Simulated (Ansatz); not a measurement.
# Phonons of ScAl (Pm-3m) against volume

Wanted: mode Grüneisen parameters of ScAl (Pm-3m).

Program: Ansatz 0.2.0. Level of theory: DFT PBEsol, scalar-relativistic, plane waves, PAW; PAW set soft_1. Results are calculated unless marked as measured.

## Step 1: The structure

The structure is cubic, space group Pm-3m (No. 221). The conventional cell has a = 3.344 Å, b = 3.344 Å, c = 3.344 Å, α = 90.00°, β = 90.00°, γ = 90.00°. Nearest to Sc lie 8 Al at 2.90 Å. Nearest to Al lie 8 Sc at 2.90 Å. Farther neighbours are not listed.

## Step 2: Phonons on a q mesh

The cell comes from relaxations at this level that are not shown. Stability and thermal properties need the whole zone. Linear response on a 4×4×4 q mesh gives force constants as far as a supercell of that size would.

File input.yaml:

```yaml
crystal:
  lattice:
    - [3.3444484184, 0.0, 0.0]
    - [0.0, 3.3444484184, 0.0]
    - [0.0, 0.0, 3.3444484184]
  atoms:
    - { symbol: Sc, position: [0.5, 0.5, 0.5] }
    - { symbol: Al, position: [0.0, 0.0, 0.0] }
kpoints:
  mp_grid: { grid: [12, 12, 12] }
hamiltonian:
  xc: pbesol
  pseudopotentials: { kind: paw, azcp: { folder: soft_1 }, xc_functional: pbe }
scf:
  occupations: { method: methfessel_paxton, width: 0.2 }
output:
  eigenvalues: true
phonons:
  method: dfpt
  qmesh: [4, 4, 4]
  temperatures: { t_max: 1000, t_step: 50 }
  qpath:
    path:
      - [[0.0, 0.0, 0.0], [0.0, 0.5, 0.0], [0.5, 0.5, 0.0], [0.0, 0.0, 0.0], [0.5, 0.5, 0.5], [0.0, 0.5, 0.0]]
      - [[0.5, 0.5, 0.5], [0.5, 0.5, 0.0]]
    npoints: 10
```

Launch:

```console
> ansatz run input.yaml --threads 4 --pin off --max-ram 10240MiB --backend cpu --events-out ev --progress --plain --runs-dir out
```

Numbers of over 12 decimals in the logs are rounded to 6 here.

The program printed:

```text
Engine: ansatz 0.2.0, aarch64-unknown-linux-gnu
Pseudopotentials: kind: paw
Pseudopotential: Sc, paw, valence charge 11, recommended cutoff 420 eV (normal), soft_1/Sc.paw.azcp
Pseudopotential: Al, paw, valence charge 3, recommended cutoff 420 eV (normal), soft_1/Al.paw.azcp
Functional definition: PBEsol
  exchange = pbesol_x
  correlation = pbesol_c
Crystal: 2 atoms, lattice volume = 37.409 Å³
Basis set: ecut = 420 eV, 739 PW (Γ), exchange–correlation on 48×48×48 points (8 copies of the dense FFT grid, shifted against one another)
Bands: 11, of which v1, the nominal top of the filled ones, is band 7 counted from 1 (6 counted from 0)
Symmetry: 48 space group operations
k-points: 84 of 1728
Non-local potential: Sc, projectors of the file, l = 0: 3, l = 1: 2, l = 2: 3, l = 3: 1
Non-local potential: Al, projectors of the file, l = 0: 2, l = 1: 2, l = 2: 1
PAW form: soft (Blöchl's): semilocal exchange-correlation on the pseudo side does not see the compensation charge
PAW frozen core: Sc, regenerated for the run's functional, and the local potential with it (the file was generated under x = pbe(κ = 0.804, μ = 0.219515), c = pbe(β = 0.066725))
PAW frozen core: Al, regenerated for the run's functional, and the local potential with it (the file was generated under x = pbe(κ = 0.804, μ = 0.219515), c = pbe(β = 0.066725))
PAW one-centre angular grid: Sc, 590 points (default); XC on 64 Gauss nodes
PAW one-centre angular grid: Al, 110 points (default); XC on 64 Gauss nodes
Initial density: superposition of atomic densities (chi_scale 0.1, normalization cell, long waves kept (reshape's long-wave potential 0.00 eV rms))
Initial wavefunctions: pseudopotential atomic-orbital guess
Functional: x = pbesol(κ = 0.804, μ = 0.123457), c = pbesol(β = 0.046)
SCF iter   1: F=—  HF=-2636.965036 eV  |F-HF|=—  |Δ(HF+E_count)|=         —  Δρ=2.39e-2  dr2=2.42e-1  ethr=3.10e-3  ⟨swp⟩=5.0  Hψ=4838  notcnv=0
preconditioner: auto → none  [metal: Δε(μ)=0.073 eV  Ē_g=5.212 eV  σ=0.200 eV  W_gap=0.30  n_scr=6 (ndim 8)  ℏωp=14.9 eV  f_vac=0.000  D(μ)=0.74/eV (n_scr^D=6)  sad-step TF]
SCF iter   2: F=—  HF=-2636.893718 eV  |F-HF|=—  |Δ(HF+E_count)|=   7.13e-2  S|Δr|=    0.00e0  Δρ=1.36e-2  dr2=8.08e-2  ethr=1.73e-3  ⟨swp⟩=2.0  Hψ=1864  notcnv=0
SCF iter   3: F=—  HF=-2636.859937 eV  |F-HF|=—  |Δ(HF+E_count)|=   3.38e-2  S|Δr|=    0.00e0  Δρ=6.33e-3  dr2=2.59e-2  ethr=5.77e-4  ⟨swp⟩=2.0  Hψ=1289  notcnv=0
SCF iter   4: F=—  HF=-2636.852442 eV  |F-HF|=—  |Δ(HF+E_count)|=   7.49e-3  S|Δr|=    0.00e0  Δρ=1.21e-3  dr2=5.21e-4  ethr=1.85e-4  ⟨swp⟩=2.6  Hψ=1665  notcnv=0
SCF iter   5: F=—  HF=-2636.852394 eV  |F-HF|=—  |Δ(HF+E_count)|=   4.78e-5  S|Δr|=    0.00e0  Δρ=1.03e-4  dr2=2.99e-6  ethr=3.72e-6  ⟨swp⟩=2.8  Hψ=1556  notcnv=0
SCF iter   6: F=—  HF=-2636.852399 eV  |F-HF|=—  |Δ(HF+E_count)|=   4.10e-6  S|Δr|=    0.00e0  Δρ=1.67e-5  dr2=1.13e-7  ethr=2.13e-8  ⟨swp⟩=2.4  Hψ=1311  notcnv=0
SCF iter   7: F=—  HF=-2636.852402 eV  |F-HF|=—  |Δ(HF+E_count)|=   3.68e-6  S|Δr|=    0.00e0  Δρ=1.75e-6  dr2=9.19e-10  ethr=8.08e-10  ⟨swp⟩=2.6  Hψ=1547  notcnv=0
SCF iter   8: F=-2636.852402 eV  HF=-2636.852402 eV  |F-HF|=4.55e-13  |Δ(HF+E_count)|=  3.71e-10  S|Δr|=    0.00e0  Δρ=8.81e-8  dr2=1.29e-12  ethr=1.00e-12  ⟨swp⟩=3.1  Hψ=3900  notcnv=0
the search or the solves at the SCF's close seem to have found levels that the self-consistency loop had missed (the run counts 1). By its estimate they hold under 1e-12 electrons; where the run keeps them, the occupations were computed again with them
SCF 1 converged in 8 iterations: F = -2636.852402 eV  dr2 = 1.29e-12
  greatest PAW one-centre occupation: 0.998 electrons in one spin orbital (limit 2), on the Sc atom at site 0 (counted from 0), in its partial waves of l = 0
Initial density: read from a saved state, or passed on in memory by an earlier SCF of this step, an earlier step, the calling program or the single point that the run made first
iter 1 solved again at ethr=1.69e-9 eV; its pass at ethr=3.10e-3 eV (dr2=2.36e-7 eV) is discarded
SCF iter   1: F=—  HF=-2636.852402 eV  |F-HF|=—  |Δ(HF+E_count)|=         —  Δρ=7.51e-8  dr2=9.53e-13  ethr=1.69e-9  ⟨swp⟩=3.1  Hψ=8016  notcnv=0
eigensolver tolerance schedule: the retry pair's looser diagonalisation over-reported the residual by 247880.53 of it (diagonalisation noise at 0.16 of the residual, at the tolerance the schedule requests for it); recorded, not acted on — ethr = c·dr2/N_el stays at c = 1.0e-1
preconditioner: auto → none  [metal: Δε(μ)=0.091 eV  Ē_g=5.045 eV  σ=0.200 eV  W_gap=0.37  n_scr=6 (ndim 8)  ℏωp=14.9 eV  f_vac=0.000  D(μ)=0.78/eV (n_scr^D=6)]
SCF iter   2: F=-2636.852402 eV  HF=-2636.852402 eV  |F-HF|=4.55e-13  |Δ(HF+E_count)|=   2.20e-8  S|Δr|=    0.00e0  Δρ=6.09e-8  dr2=8.54e-13  ethr=1.00e-12  ⟨swp⟩=3.6  Hψ=2727  notcnv=0
SCF 2 converged in 2 iterations: F = -2636.852402 eV  dr2 = 8.54e-13
phonons: the bands overlap, so this run is a metal and interpolates without the dipole-dipole term. If the crystal is really an insulator or semiconductor, its LO-TO splitting is missing
NSCF: frozen V_eff on 84 k-points
NSCF: frozen V_eff on 196 k-points
DFPT response loops at q = (0, 0, 0) (fractional): preconditioner auto → Kerker (q_TF=auto, 2.316 Å⁻¹) (partly filled bands, converged f_vac=0.000); β = 1.00, the filter's whole step (`scf.mixing.beta` (0.50) is not read by the response loops under this deck's `scf.mixing.preconditioner`; to damp them name `kerker` or `kerker_dos`, under which they read `scf.mixing.beta`, and type it under 1.00, their step now; both keys bind the ground state too); Broyden in place of MSR1
NSCF: frozen V_eff on 1176 k-points
DFPT response loops at q = (0, 0, 0.25) (fractional): mixed as the last ones told, above
NSCF: frozen V_eff on 686 k-points
DFPT response loops at q = (0, 0, -0.5) (fractional): mixed as the last ones told, above
NSCF: frozen V_eff on 2016 k-points
DFPT response loops at q = (0, 0.25, 0.25) (fractional): mixed as the last ones told, above
NSCF: frozen V_eff on 1176 k-points
DFPT response loops at q = (0, 0.25, -0.5) (fractional): mixed as the last ones told, above
NSCF: frozen V_eff on 686 k-points
DFPT response loops at q = (0, -0.5, -0.5) (fractional): mixed as the last ones told, above
NSCF: frozen V_eff on 1872 k-points
DFPT response loops at q = (0.25, 0.25, 0.25) (fractional): mixed as the last ones told, above
NSCF: frozen V_eff on 2016 k-points
DFPT response loops at q = (0.25, 0.25, -0.5) (fractional): mixed as the last ones told, above
NSCF: frozen V_eff on 1176 k-points
DFPT response loops at q = (0.25, -0.5, -0.5) (fractional): mixed as the last ones told, above
NSCF: frozen V_eff on 392 k-points
DFPT response loops at q = (-0.5, -0.5, -0.5) (fractional): mixed as the last ones told, above
SCF converged after 8 iterations
Stability not checked: this state was not tested for a lower state beside it, because cold or Methfessel-Paxton smearing, or corrected tetrahedra, fill the levels in a way that the test cannot read (fill_not_monotonic; see scf.lower_state_search)
Free energy (F): -2636.852402 eV
Harris-Foulkes:  -2636.852402 eV  (|F-HF|=4.55e-13)
Internal energy: -2636.853201 eV  (E = F + TS)
E sigma→0 (E₀):  -2636.852602 eV
Entropy (-TS):   0.000799 eV (0.400 meV/atom)
Fermi energy:    9.699616 eV
--- Per-component energies (eV) ---
  E_band       = -148.526571
  E_kinetic    = 231.250482
  E_local      = -912.355554  (includes V_loc(G=0)·N_el)
  E_nonlocal   = 154.114134
  E_hartree    = 344.931778
  E_xc         = -122.911282
  E_vxc        = -134.978462  (∫ρ·V_xc dr)
  E_paw        = -1424.043964  (= ΣΔE_a)
  E_vpaw       = -176.420767  (= ΣTr[D̂ρ^β])
  E_aug_tail   = 0.000030  (compensation charges beyond the density's cutoff)
  E_ewald      = -907.986989
  E_core_change = 0.148164  (= ΣΔE_core)
  E_smearing   = 0.000799  (= −TS)
  E_closure    = -0.000000  (closes the sum)
  Σ components = -2636.852402   (vs F -2636.852402, Δ=0.00e0)
--- Band table (eV; the first three rows and the last of 84) ---
  k-point 0: bands = [... 3 lower, -18.1278, 1.1720, 8.9992, 8.9992, 12.4888, 12.4888, 12.4888, 13.5302]
  k-point 1: bands = [... 3 lower, -18.1266, 1.2733, 8.9020, 9.0511, 12.1542, 12.1542, 12.5042, 13.2476]
  k-point 2: bands = [... 3 lower, -18.1234, 1.5728, 8.5230, 9.1996, 11.6286, 11.6286, 12.5469, 12.8386]
  k-point 83: bands = [... 3 lower, -18.2706, 7.1097, 7.1097, 7.1097, 9.3583, 12.6677, 12.6677, 12.6677]
--- Phonons (Γ-DFPT): 2 representative perturbations + reference (Σ response iterations 6) ---
  ASR residual: 1.626e-5 → 0.000e0 eV/Å²; symmetrization residual: 2.402e-6 eV/Å²
  ASR residual per site (eV/Å²): 1.48e-5 1.63e-5
  Γ frequencies (cm⁻¹): 0.00 0.00 0.00 290.50 290.50 290.50
--- Phonons (arbitrary-q DFPT): 10 irreducible q on the 4×4×4 mesh ---
  q = [0.0000, 0.0000, 0.0000] (star 1, of the zone-centre solve; hermiticity 9.18e-7, symmetrization 1.45e-12): 0.00 0.00 0.00 290.50 290.50 290.50
  q = [0.0000, 0.0000, 0.2500] (star 6, 4 solved perturbations in 1848 linear systems a pass and spin channel, the states on 588 of 1728 k-point pairs; hermiticity 5.76e-7, symmetrization 1.25e-12): 127.94 127.94 132.09 275.13 275.13 286.45
  q = [0.0000, 0.0000, -0.5000] (star 3, 4 solved perturbations in 1078 linear systems a pass and spin channel, the states on 343 of 1728 k-point pairs; hermiticity 1.02e-9, symmetrization 8.69e-10): 182.67 182.67 242.29 245.94 247.07 247.07
  q = [0.0000, 0.2500, 0.2500] (star 12, 4 solved perturbations in 3108 linear systems a pass and spin channel, the states on 1008 of 1728 k-point pairs; hermiticity 3.74e-7, symmetrization 1.23e-13): 54.23 157.15 206.24 252.23 264.53 318.15
  q = [0.0000, 0.2500, -0.5000] (star 12, 6 solved perturbations on 588 of 1728 k-point pairs; hermiticity 2.87e-7, symmetrization 1.04e-10): 109.34 149.79 177.24 255.37 310.94 317.16
  q = [0.0000, -0.5000, -0.5000] (star 3, 4 solved perturbations in 1078 linear systems a pass and spin channel, the states on 343 of 1728 k-point pairs; hermiticity 2.39e-8, symmetrization 3.14e-11): 59.15 59.15 169.73 264.85 347.75 347.75
  q = [0.2500, 0.2500, 0.2500] (star 8, 2 solved perturbations on 936 of 1728 k-point pairs; hermiticity 1.11e-7, symmetrization 7.28e-13): 135.85 135.85 171.19 294.03 297.77 297.77
  q = [0.2500, 0.2500, -0.5000] (star 12, 4 solved perturbations in 3108 linear systems a pass and spin channel, the states on 1008 of 1728 k-point pairs; hermiticity 2.29e-7, symmetrization 1.39e-9): 104.01 157.34 211.12 250.67 315.26 327.54
  q = [0.2500, -0.5000, -0.5000] (star 6, 4 solved perturbations in 1848 linear systems a pass and spin channel, the states on 588 of 1728 k-point pairs; hermiticity 3.48e-7, symmetrization 9.28e-9): 142.60 142.60 211.86 272.58 326.61 326.61
  q = [-0.5000, -0.5000, -0.5000] (star 1, 2 solved perturbations on 196 of 1728 k-point pairs; hermiticity 2.00e-11, symmetrization 1.00e-11): 233.33 233.33 233.33 280.04 280.04 280.04
  sum rule: each row above includes the acoustic sum rule's correction from the zone centre's row sums; it moved no ω² by more than (0.40 cm⁻¹)²
  mesh force constants: q→R imaginary residual 3.75e-18; ASR residual 1.626e-5 → 0.000e0 eV/Å²; symmetrization residual 2.665e-15 eV/Å²
  interpolated dispersion: 62 rows × 6 modes
  density of states and harmonic sums: on the 20×20×20 q-mesh, interpolated from the force constants of a 4×4×4 supercell (no non-analytic term)
  largest difference from the sums on the solved wave vectors: F 9.14e-3 eV, S 1.31e-5 and C_V 4.01e-6 eV/K
  zero-point energy: 0.081521 eV/cell   skipped modes (ω ≤ 0): 3   left out of the sums: 6.25e-5 of the cell's modes: C_V's classical limit lies that fraction below 3 k_B per atom; for a crystal, a wire or a layer, F and S can be off by more, and a phonons.interpolated_qmesh denser along its periods is the remedy for the sampling
```

Wall time 2.4 min (4 threads of Arm Neoverse V2, shared host); peak memory 1.2 GiB; 9.3 min of CPU time.

This step gave:

```
volume per atom                                         : 18.70 Å³
gap on the k-mesh                                       : 0 eV
sum-rule residual before enforcement                    : 1.63e-5 eV/Å²
lowest frequency on the path                            : 0 cm⁻¹
point group                                             : m-3m
highest frequency on the path or at a solved wavevector : 347.8 cm⁻¹
mean frequency                                          : 219.2 cm⁻¹
Debye temperature (second moment)                       : 434 K
logarithmic mean frequency                              : 200.6 cm⁻¹
highest optical mode at the zone centre (no LO-TO term) : 290.5 cm⁻¹
lowest optical zone-centre mode                         : 290.5 cm⁻¹
lowest mode on the q mesh (acoustic modes at Γ apart)   : 54.23 cm⁻¹
zero-point energy per atom                              : 40.76 meV
heat capacity at 300 K                                  : 22.54 J/(mol atoms K)
vibrational entropy at 300 K                            : 27.16 J/(mol atoms K)
```

Frequencies (cm⁻¹) solved at each irreducible wavevector; negative means imaginary. Frequencies by wavevector, by row:

| q in reciprocal lattice units | star | mode 1 | mode 2 | mode 3 | mode 4 | mode 5 | mode 6 |
| --- | --- | --- | --- | --- | --- | --- | --- |
| 0 0 0 | 1 | 0 | 0 | 0 | 290.5 | 290.5 | 290.5 |
| 0 0 0.25 | 6 | 127.9 | 127.9 | 132.1 | 275.1 | 275.1 | 286.4 |
| 0 0 -0.5 | 3 | 182.7 | 182.7 | 242.3 | 245.9 | 247.1 | 247.1 |
| 0 0.25 0.25 | 12 | 54.2 | 157.2 | 206.2 | 252.2 | 264.5 | 318.1 |
| 0 0.25 -0.5 | 12 | 109.3 | 149.8 | 177.2 | 255.4 | 310.9 | 317.2 |
| 0 -0.5 -0.5 | 3 | 59.1 | 59.1 | 169.7 | 264.9 | 347.8 | 347.8 |
| 0.25 0.25 0.25 | 8 | 135.8 | 135.8 | 171.2 | 294 | 297.8 | 297.8 |
| 0.25 0.25 -0.5 | 12 | 104 | 157.3 | 211.1 | 250.7 | 315.3 | 327.5 |
| 0.25 -0.5 -0.5 | 6 | 142.6 | 142.6 | 211.9 | 272.6 | 326.6 | 326.6 |
| -0.5 -0.5 -0.5 | 1 | 233.3 | 233.3 | 233.3 | 280 | 280 | 280 |

Symmetry leaves 10 wavevectors to solve. The lowest mode among them, the acoustic zeros apart, lies at q = (0, 0.25, 0.25) and is real, 54.2 cm⁻¹.

## Step 3: Relaxing at another volume, volume ratio 0.97

The volume is scaled by 0.97 and held; symmetry leaves nothing to relax, so this is a single point. The modes can then be followed against volume.

input.yaml, the sections that differ from step 2:

```yaml
crystal:
  lattice:
    - [3.3106638013, 0.0, 0.0]
    - [0.0, 3.3106638013, 0.0]
    - [0.0, 0.0, 3.3106638013]
  atoms:
    - { symbol: Sc, position: [0.5, 0.5, 0.5] }
    - { symbol: Al, position: [0.0, 0.0, 0.0] }
output:
  forces: true
  stress: true
  eigenvalues: true
# kpoints, hamiltonian, scf: as in step 2
# phonons: removed
```

The program printed:

```text
[...]
Crystal: 2 atoms, lattice volume = 36.287 Å³
Basis set: ecut = 420 eV, 739 PW (Γ), exchange–correlation on 48×48×48 points (8 copies of the dense FFT grid, shifted against one another)
Bands: 11, of which v1, the nominal top of the filled ones, is band 7 counted from 1 (6 counted from 0)
Symmetry: 48 space group operations
[...]
k-points: 84 of 1728
[...]
--- Band table (eV; the first three rows and the last of 84) ---
  k-point 0: bands = [... 3 lower, -17.6864, 1.4099, 9.2988, 9.2988, 12.9343, 12.9343, 12.9343, 14.0196]
  k-point 1: bands = [... 3 lower, -17.6850, 1.5141, 9.2049, 9.3525, 12.5900, 12.5900, 12.9505, 13.7360]
  k-point 2: bands = [... 3 lower, -17.6814, 1.8218, 8.8360, 9.5067, 12.0465, 12.0465, 12.9954, 13.3206]
  k-point 83: bands = [... 3 lower, -17.8452, 7.3833, 7.3833, 7.3833, 9.8576, 13.1213, 13.1213, 13.1213]
[key lines of the parts left out:]
SCF converged after 7 iterations
Free energy (F): -2636.843403 eV
Fermi energy:    10.047992 eV
P = ⅓ Tr σ = 2.6486 GPa (26.486 kbar)
```

Elapsed: 0.7 s, on 4 threads; peak memory 0.33 GiB; 2.2 s of CPU time.

Numbers from this step:

```yaml
pressure: 2.649 GPa
volume_per_atom: 18.14 Å³
```

The run ends at a pressure of 2.65 GPa.

## Step 4: Phonons at the other volume, volume ratio 0.97

The phonons are repeated at this volume on the same k and q meshes.

input.yaml, as its differences from that of step 3:

```diff
@@ -16,4 +16,11 @@
 output:
-  forces: true
-  stress: true
   eigenvalues: true
+phonons:
+  method: dfpt
+  qmesh: [4, 4, 4]
+  temperatures: { t_max: 1000, t_step: 50 }
+  qpath:
+    path:
+      - [[0.0, 0.0, 0.0], [0.0, 0.5, 0.0], [0.5, 0.5, 0.0], [0.0, 0.0, 0.0], [0.5, 0.5, 0.5], [0.0, 0.5, 0.0]]
+      - [[0.5, 0.5, 0.5], [0.5, 0.5, 0.0]]
+    npoints: 10
```

The program printed:

```text
[...]
Crystal: 2 atoms, lattice volume = 36.287 Å³
Basis set: ecut = 420 eV, 739 PW (Γ), exchange–correlation on 48×48×48 points (8 copies of the dense FFT grid, shifted against one another)
Bands: 11, of which v1, the nominal top of the filled ones, is band 7 counted from 1 (6 counted from 0)
Symmetry: 48 space group operations
k-points: 84 of 1728
[...]
SCF iter   1: F=—  HF=-2636.958862 eV  |F-HF|=—  |Δ(HF+E_count)|=         —  Δρ=2.43e-2  dr2=2.38e-1  ethr=3.10e-3  ⟨swp⟩=5.0  Hψ=4842  notcnv=0
[...]
SCF iter   8: F=-2636.843403 eV  HF=-2636.843403 eV  |F-HF|=0.00e0  |Δ(HF+E_count)|=  2.89e-10  S|Δr|=    0.00e0  Δρ=8.50e-8  dr2=1.06e-12  ethr=1.00e-12  ⟨swp⟩=3.1  Hψ=3884  notcnv=0
SCF 1 converged in 8 iterations: F = -2636.843403 eV  dr2 = 1.06e-12
[...]
SCF iter   2: F=-2636.843403 eV  HF=-2636.843403 eV  |F-HF|=9.09e-13  |Δ(HF+E_count)|=   3.39e-8  S|Δr|=    0.00e0  Δρ=4.98e-8  dr2=4.06e-13  ethr=1.00e-12  ⟨swp⟩=3.4  Hψ=2546  notcnv=0
SCF 2 converged in 2 iterations: F = -2636.843403 eV  dr2 = 4.06e-13
[...]
NSCF: frozen V_eff on 84 k-points
[...]
SCF converged after 8 iterations
[...]
Free energy (F): -2636.843403 eV
[...]
Internal energy: -2636.844311 eV  (E = F + TS)
E sigma→0 (E₀):  -2636.843630 eV
Entropy (-TS):   0.000908 eV (0.454 meV/atom)
Fermi energy:    10.047981 eV
[...]
--- Band table (eV; the first three rows and the last of 84) ---
  k-point 0: bands = [... 3 lower, -17.6864, 1.4099, 9.2987, 9.2987, 12.9343, 12.9343, 12.9343, 14.0196]
  k-point 1: bands = [... 3 lower, -17.6851, 1.5141, 9.2049, 9.3525, 12.5900, 12.5900, 12.9505, 13.7360]
  k-point 2: bands = [... 3 lower, -17.6814, 1.8218, 8.8360, 9.5067, 12.0465, 12.0465, 12.9954, 13.3206]
  k-point 83: bands = [... 3 lower, -17.8452, 7.3833, 7.3833, 7.3833, 9.8576, 13.1213, 13.1213, 13.1213]
[...]
ASR residual: 1.812e-5 → 0.000e0 eV/Å²; symmetrization residual: 3.422e-6 eV/Å²
  ASR residual per site (eV/Å²): 1.81e-5 1.16e-5
  Γ frequencies (cm⁻¹): 0.00 0.00 0.00 304.83 304.83 304.83
--- Phonons (arbitrary-q DFPT): 10 irreducible q on the 4×4×4 mesh ---
[...]
interpolated dispersion: 62 rows × 6 modes
[...]
```

Run time: 2.4 min. Hardware: 4 threads; peak memory 1.2 GiB; 9.1 min of CPU time.

This step gave:

| Quantity | Value |
| --- | --- |
| sum-rule residual before enforcement | 1.81e-5 eV/Å² |
| highest frequency on the path or at a solved wavevector | 364.2 cm⁻¹ |
| mean frequency | 229.3 cm⁻¹ |
| Debye temperature (second moment) | 455 K |
| logarithmic mean frequency | 209.8 cm⁻¹ |
| highest optical mode at the zone centre (no LO-TO term) | 304.8 cm⁻¹ |
| lowest optical zone-centre mode | 304.8 cm⁻¹ |
| lowest mode on the q mesh (acoustic modes at Γ apart) | 57.59 cm⁻¹ |
| zero-point energy per atom | 42.65 meV |
| heat capacity at 300 K | 22.33 J/(mol atoms K) |
| vibrational entropy at 300 K | 26.16 J/(mol atoms K) |

Frequencies (cm⁻¹) solved at each irreducible wavevector; negative means imaginary. Frequencies by wavevector, by row:

| q in reciprocal lattice units | star | mode 1 | mode 2 | mode 3 | mode 4 | mode 5 | mode 6 |
| --- | --- | --- | --- | --- | --- | --- | --- |
| 0 0 0 | 1 | 0 | 0 | 0 | 304.8 | 304.8 | 304.8 |
| 0 0 0.25 | 6 | 132.9 | 132.9 | 139.2 | 288.4 | 288.4 | 299.6 |
| 0 0 -0.5 | 3 | 190.6 | 190.6 | 253.8 | 257.1 | 258.5 | 258.5 |
| 0 0.25 0.25 | 12 | 57.6 | 163.5 | 215.5 | 263.7 | 276.9 | 333.8 |
| 0 0.25 -0.5 | 12 | 114 | 156.1 | 183.6 | 267.1 | 325.4 | 332.9 |
| 0 -0.5 -0.5 | 3 | 63 | 63 | 174.3 | 276.5 | 364.2 | 364.2 |
| 0.25 0.25 0.25 | 8 | 142.6 | 142.6 | 176.9 | 307.1 | 312.4 | 312.4 |
| 0.25 0.25 -0.5 | 12 | 107.6 | 164 | 222.3 | 263.1 | 329.6 | 343.1 |
| 0.25 -0.5 -0.5 | 6 | 150.4 | 150.4 | 221.4 | 284.9 | 341.9 | 341.9 |
| -0.5 -0.5 -0.5 | 1 | 246.1 | 246.1 | 246.1 | 292.9 | 292.9 | 292.9 |

The highest optical mode at the zone centre (no LO-TO term) is 304.8 cm⁻¹, +14.3 cm⁻¹ against the base run.

(Part 1 of 2 ends here.)

[Logs are printed without paths, hosts, clocks, repeated set-up lines and the standing remarks that a program may print on its own settings, such as how far it seeks lower states.]

[Hosts, paths, dates, database ids (printed as entryN), source tags and the programs' standing remarks are cut or masked in the printed files.]
